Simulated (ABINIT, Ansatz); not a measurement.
# A GW run on Sr2SiS4 (P2_1/m) in ABINIT, with inputs changed, part 2 of 2

What do changed inputs do to GW on Sr2SiS4 (P2_1/m)?

ABINIT 10.8.3; LDA and many-body steps on it, plane waves. Known limits of the many-body steps: not at the basis limit; no spin-orbit coupling; coarse k mesh.

So far. Step 3 (Base): The gap on the mesh goes from 2.77 eV to 4.54 eV, a correction of +1.77 eV. Step 4 (Broadening of the poles): Against G0W0 in ABINIT (2×2×2 mesh, 267 bands, screening to 114.3 eV, Godby-Needs plasmon pole), the gap moves by +0.000 eV.

## (5) More bands than the file holds

Level of this step: G0W0 on LDA, plane waves, norm-conserving pseudopotentials (ABINIT).

run.abi reads:

```
acell 3*1.0 Angstrom
rprim 
  6.608739210500 0.000000000000 -0.000000000000
  0.000000000000 6.659542380000 0.000000000000
  -2.582748258700 0.000000000000 7.848229828000
ntypat 3
znucl 38 14 16
natom 14
typat 1 1 1 1 2 2 3 3 3 3 3 3 3 3
xred 
  0.283671200000 0.750000000000 0.951809120000
  0.716328800000 0.250000000000 0.048190880000
  0.224829900000 0.750000000000 0.429263770000
  0.775170100000 0.250000000000 0.570736230000
  0.721301030000 0.750000000000 0.796846200000
  0.278698970000 0.250000000000 0.203153800000
  0.886453430000 0.750000000000 0.061575940000
  0.113546570000 0.250000000000 0.938424060000
  0.916900480000 0.750000000000 0.635667980000
  0.083099520000 0.250000000000 0.364332020000
  0.510384140000 0.501966720000 0.737248200000
  0.489615860000 0.001966720000 0.262751800000
  0.489615860000 0.498033280000 0.262751800000
  0.510384140000 0.998033280000 0.737248200000
pp_dirpath "pseudos"
pseudos "Sr.upf, Si.upf, S.upf"
ecut 28
ngkpt 2 2 2
nshiftk 1
shiftk 0 0 0
kptopt 1
chksymbreak 0
istwfk *1
occopt 1
irdwfk 1
optdriver 4
nband 1758
gwcalctyp 0
ecutsigx 28
symsigma 1
nkptgw 2
kptgw 
  0.0000000000 0.0000000000 0.0000000000
  0.5000000000 0.0000000000 0.0000000000
bdgw 
  47 50
  47 50
ecuteps 4.2
irdscr 1
ppmodel 1
indata_prefix "in"
outdata_prefix "out"
tmpdata_prefix "tmp"
```

On the command line:

```sh
$ OMP_NUM_THREADS=1 mpirun -n 16 abinit run.abi > log
```

The log of the run:

```text
.Version 10.8.3 of ABINIT. v10.8.2 released Aug 2026.

 Symmetries : space group P2_1/m (# 11); Bravais mP (primitive monocl.)
================================================================================
 Values of the parameters that define the memory need of the present run
     intxc =       0    ionmov =       0      iscf =       7    lmnmax =       6
     lnmax =       6     mgfft =      80  mpssoang =       3    mqgrid =    3533
     natom =      14  nloc_mem =       1    nspden =       1   nspinor =       1
    nsppol =       1      nsym =       4    n1xccc =    2501    ntypat =       3
    occopt =       1   xclevel =       1
-    mband =        1758        mffmem =           1         mkmem =           1
       mpw =       16528          nfft =      288000          nkpt =           8
================================================================================
  Rough estimation (10% accuracy) of disk space for files :
================================================================================

--------------------------------------------------------------------------------
------------- Echo of variables that govern the present computation ------------
--------------------------------------------------------------------------------
 -outvars: echo values of preprocessed input variables --------
            acell      1.8897261259E+00  1.8897261259E+00  1.8897261259E+00 Bohr

             bdgw          47      50      47      50
      chksymbreak           0
             ecut      2.80000000E+01 Hartree
          ecuteps      4.20000000E+00 Hartree
         ecutsigx      2.80000000E+01 Hartree
          ecutwfn      2.80000000E+01 Hartree
-          fftalg         312
           irdscr           1
           irdwfk           1

[...]
R(3)= -4.8806869  0.0000000 14.8310049  G(3)=  0.0000000  0.0000000  0.0674263
 Unit cell volume ucvol=  2.3309412E+03 bohr^3
 Angles (23,13,12)=  9.00000000E+01  1.08215689E+02  9.00000000E+01 degrees

--- Pseudopotential description ------------------------------------------------
- Sr Generated using ONCVPSP code by D. R. Hamann
- 38.00000  10.00000  180309                  znucl, zion, pspdat
12 -1012 2 -1 1812                            pspcod,pspxc,lmax,lloc,mmax
     nproj     2     2     2
  pspatm : epsatm=   12.22067766
         --- l  ekb(1:nproj) -->
[...]
pspatm: atomic psp has been read  and splines computed

- Si Generated using ONCVPSP code by D. R. Hamann
- 14.00000   4.00000  180309                  znucl, zion, pspdat
12 -1012 2 -1 1510                            pspcod,pspxc,lmax,lloc,mmax
     nproj     2     2     2
  pspatm : epsatm=    6.67003958
         --- l  ekb(1:nproj) -->
[...]
pspatm: atomic psp has been read  and splines computed

- S Generated using ONCVPSP code by D. R. Hamann
- 16.00000   6.00000  180309                  znucl, zion, pspdat
12 -1012 2 -1 1132                            pspcod,pspxc,lmax,lloc,mmax
     nproj     2     2     2
  pspatm : epsatm=    8.64647033
         --- l  ekb(1:nproj) -->
[...]
1    3.264508    0.889325
             2   -2.858321   -0.603195
 pspatm: atomic psp has been read  and splines computed

   1.26138770E+04                                ecore*ucvol(ha*bohr**3)
--------------------------------------------------------------------------------

--- !ERROR
message: |
    Number of bands stored WFK file is less than required.
    WFK mband: 644, self-energy nband: 1758

--- !ERROR
message: |
    Number of bands stored WFK file is less than required.
    WFK mband: 644, self-energy nband: 1758

--- from the log ---
#4  0xb2fbee1f651f in ???
#5  0xb2fbee1fce13 in ???
    Number of bands stored WFK file is less than required.
    WFK mband: 644, self-energy nband: 1758
#6  0x4766451c6573 in __libc_start_call_main
#7  0x4766451c6657 in __libc_start_main_impl
#8  0xb2fbee1f206f in ???
#9  0xffffffffffffffff in ???
```

Elapsed: 4.5 s, on 16 MPI ranks of Arm Neoverse N1, shared host; peak memory 0.72 GiB.

The run stopped with an error after 4.5 s.

The program's words: Number of bands stored WFK file is less than required. WFK mband: 644, self-energy nband: 1758 #6  0x4766451c6573 in __libc_start_call_main #7  0x4766451c6657 in __libc_start_main_impl

The fault put into this input: more bands than the file holds.

## (6) The runs together

Times are wall times on 16 MPI ranks of Arm Neoverse N1, shared host, good to a factor of about two. A run's time includes the screening step that it read.

| run | mesh | bands | screening cutoff (eV) | DFT gap (eV) | gap on the mesh (eV) | direct (eV) | ε∞ used | time |
| --- | --- | --- | --- | --- | --- | --- | --- | --- |
| base | 2×2×2 | 267 | 114.3 | 2.767 | 4.535 | 4.671 | 4.86 | 15 min |
| broadening of the poles | 2×2×2 | 267 | 114.3 | 2.767 | 4.535 | 4.671 | 4.86 | 15 min |

## (7) Summary of results

* base: 4.535 eV
* broadening of the poles: 4.535 eV
* known limits: not at the basis limit; no spin-orbit coupling; coarse k mesh

**Reading.** Broadening of the poles: no change against base (keys changed: zcut). Bands and cutoff are finite, so the gap is not at the basis limit. The miss can reach some tenths of an eV and take either sign; the mesh is an error of its own. In the G0W0 runs levels were corrected at 2 k points alone, so a gap called «on the mesh» is the least over those, and an edge elsewhere would be missed. The 2×2×2 mesh is coarse for this cell, which bears on the long-range parts of exchange and screening. The many-body steps are scalar-relativistic: spin-orbit coupling is not in them.

[Paths, hosts, dates, memory and timing lines, banners, echoed tables and standing remarks are left out of the program output.]

[Logs are printed without paths, hosts, clocks, repeated set-up lines and the standing remarks that a program may print on its own settings, such as how far it seeks lower states.]

[Runs of the session that timed out or met a known fault of the program may be left out.]

[Hosts, paths, dates, database ids (printed as entryN), source tags and the programs' standing remarks are cut or masked in the printed files.]

[G0W0 gaps are taken among the corrected bands and points alone; a level outside them can change the order at an edge.]

[Where Ansatz stands beside ABINIT at settings called matched, ABINIT's density can come from a denser mesh and the files from another edition; pairs whose starting gaps differed by over 0.03 eV were left out, so agreement reads better than it is.]
